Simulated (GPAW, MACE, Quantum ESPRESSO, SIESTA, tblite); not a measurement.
**A vacancy of C in Sn(100)/C(100) interface (94 atoms): do the methods agree on the site?**

Aim: compare the energies of a vacancy of C at unlike sites of Sn(100)/C(100) interface (94 atoms), with plane waves as the reference.

The results are calculated values.

### Step 1. The cell

The cell holds 94 atoms (16 Sn and 78 C), with edges of 9.09, 9.09 and 23.44 Å. Recipe: diamond-structure Sn(100), 2 repeat layers, 4 surface cells, strained -0.90 and -0.90 %; diamond-structure C(100), 3 layers, 13 cells, -0.00 and -0.00 %; outer planes 2.08 Å apart, 12 Å of vacuum above; not relaxed, displaced by a Gaussian of 0.02 Å. Then the atoms were relaxed with MACE MPA-0 medium in the fixed cell. Regions: Sn, 16 atoms; C, 78 atoms.

### Step 2. The reference input

Quantum ESPRESSO 7.5: Kohn-Sham DFT, PBE, SSSP efficiency 1.3.0 pseudopotentials, plane waves. Its input, pw.in, for the unchanged cell:

```
&control
  calculation = 'scf'
  pseudo_dir = './pseudo'
  outdir = './tmp'
  disk_io = 'none'
  tprnfor = .true.
/
&system
  ibrav = 0
  nat = 94
  ntyp = 2
  ecutwfc = 60
  ecutrho = 480
  nosym = .true.
  occupations = 'smearing'
  smearing = 'fd'
  degauss = 0.003675
/
&electrons
  conv_thr = 4.7e-07
  electron_maxstep = 100
  mixing_beta = 0.2
  mixing_mode = 'local-TF'
  diagonalization = 'david'
/
ATOMIC_SPECIES
Sn 118.710 Sn.upf
C 12.011 C.upf
CELL_PARAMETERS angstrom
9.09410 0.00000 0.00000
0.00000 9.09410 0.00000
0.00000 0.00000 23.44054
ATOMIC_POSITIONS crystal
Sn 0.00751 0.09295 0.23708
Sn 0.25021 0.01523 0.31102
Sn 0.23994 0.22739 0.40077
Sn 0.97360 0.16103 0.47691
[... 88 atom lines left out ...]
C 0.86645 0.26967 0.71206
C 0.07066 0.57118 0.73929
K_POINTS gamma
```

```console
$ OMP_NUM_THREADS=1 mpirun -np 4 pw.x -in pw.in > output.txt
```

Elapsed: 11 min, on 4 MPI ranks of AMD EPYC 7B13 (Zen 3), shared host; peak memory 6.6 GiB.

It converged with an r.m.s. force component of 0.65 eV/Å.

### Step 3. The levels

The levels share the cells and solve them as single points, though not every level runs every cell. CPU time is summed over a level's finished runs, on a host shared with the other runs, so it is rough; the force column is the median over cells of the r.m.s. difference of force components from the reference.

| level | basis or training data | k-points | runs finished | CPU time | peak memory (GiB) | force difference (meV/Å) |
| --- | --- | --- | --- | --- | --- | --- |
| QE, PBE | plane waves, SSSP efficiency, 60/480 Ry | Γ | 3 of 4 | 2.3 h | 6.6 | reference |
| GPAW dzp, PBE | dzp orbitals, PAW, h 0.18 Å | Γ | 5 of 5 | 52 min | 2.3 | 133 |
| SIESTA DZP, PBE | DZP orbitals, shift 0.01 Ry, mesh 300 Ry | Γ | 5 of 5 | 45 min | 1.7 | 175 |
| tblite GFN1-xTB | tight binding with its own dispersion term | Γ | 5 of 5 | 34 s | 0.12 | 294 |
| MACE MP-0b2 small | trained on PBE(+U) plane-wave data | - | 6 of 6 | 43 s | 0.69 | 645 |
| MACE MPA-0 medium | trained on PBE(+U) plane-wave data | - | 6 of 6 | 56 s | 1.3 | 644 |

Runs without a converged result: QE, PBE, 1 single point (cut at the time limit). A level enters a table below only where it finished every cell that the table needs.

The reference's own r.m.s. force component runs from 556 to 652 meV/Å over these cells. MACE MPA-0 medium relaxed the atoms, so in the cells that it relaxed its own forces are small, and its entry isn't an independent test there.

### Step 4. The sites

Each changed cell was relaxed with MACE MPA-0 medium before the single points. Neighbours are the site's nearest atoms before the change.

```
site  nearest atoms  their mean distance (Å)  atoms within 6 Å  largest move on relaxing (Å)  longest force left in the reference (eV/Å)
 C29             C2                     1.47                93                          1.08                                        2.30
 C94             C3                     1.49                88                          0.69                                        2.21
```

### Step 5. Site energies

All changed cells hold the same atoms, so within one level their energies compare with no chemical potential. Energies in eV, less that of C29, the reference's cheapest site; the last column is the largest deviation from the reference once each row's mean is taken off.

| level | C29 | C94 | cheapest | largest deviation |
| --- | --- | --- | --- | --- |
| QE, PBE | 0.00 | 2.87 | C29 | - |
| GPAW dzp, PBE | 0.00 | 3.04 | C29 | 0.09 |
| SIESTA DZP, PBE | 0.00 | 3.08 | C29 | 0.11 |
| tblite GFN1-xTB | 0.00 | 2.21 | C29 | 0.33 |
| MACE MP-0b2 small | 0.00 | 1.01 | C29 | 0.93 |
| MACE MPA-0 medium | 0.00 | 1.96 | C29 | 0.46 |

### Step 6. Outcome

In the reference the cheapest site is C29 (C2) and the dearest C94 (C3), 2.9 eV higher. All 5 other levels pick the same cheapest site. GPAW dzp, PBE follows the reference most closely (0.09 eV at worst) and MACE MP-0b2 small least (0.93 eV).

The other programs at PBE deviate by 0.11 eV at most, the learned potentials by 0.46 to 0.93 eV.

Caveats: The geometries are those of MACE MPA-0 medium; forces of up to 2.3 eV/Å remain in the reference, so relaxing in DFT would lower the energies, by amounts that can differ from site to site and can change the order. For MACE MPA-0 medium alone these are relaxed energies. Defects interact with their periodic images. Neighbours of a vacancy can rebond in unlike ways from site to site, which enters the differences. Atoms moved by over 1 Å in some relaxations, so part of the differences can come from the host's rearranging. The reference has no spin polarisation, so cut bonds at a vacancy can't carry moments. Only 2 of the 78 C sites are compared. Learned potentials don't solve for electrons, so the charge or spin state of a defect can't be set in them. The reference samples only Γ, in a cell whose shortest periodic width is 9 Å. The reference isn't exact: its cutoffs and mesh weren't converged further here. SIESTA's automatically made basis is far from complete, and its potentials were converted by us (checked for H, C, O, Si, Ge and Ca alone). The learned potentials mimic data converged in k, so the sampling error of the reference's coarse mesh counts against them here, while programs on the same mesh share it. The slab repeats along its normal with no dipole correction. Spin–orbit coupling is left out. Where levels are smeared, the DFT runs use Fermi–Dirac occupations at 580 K (0.05 eV), and energies are free energies.

[Logs are printed without paths, hosts, clocks, repeated set-up lines and the standing remarks that a program may print on its own settings, such as how far it seeks lower states.]

[Hosts, paths, dates, database ids (printed as entryN), source tags and the programs' standing remarks are cut or masked in the printed files.]
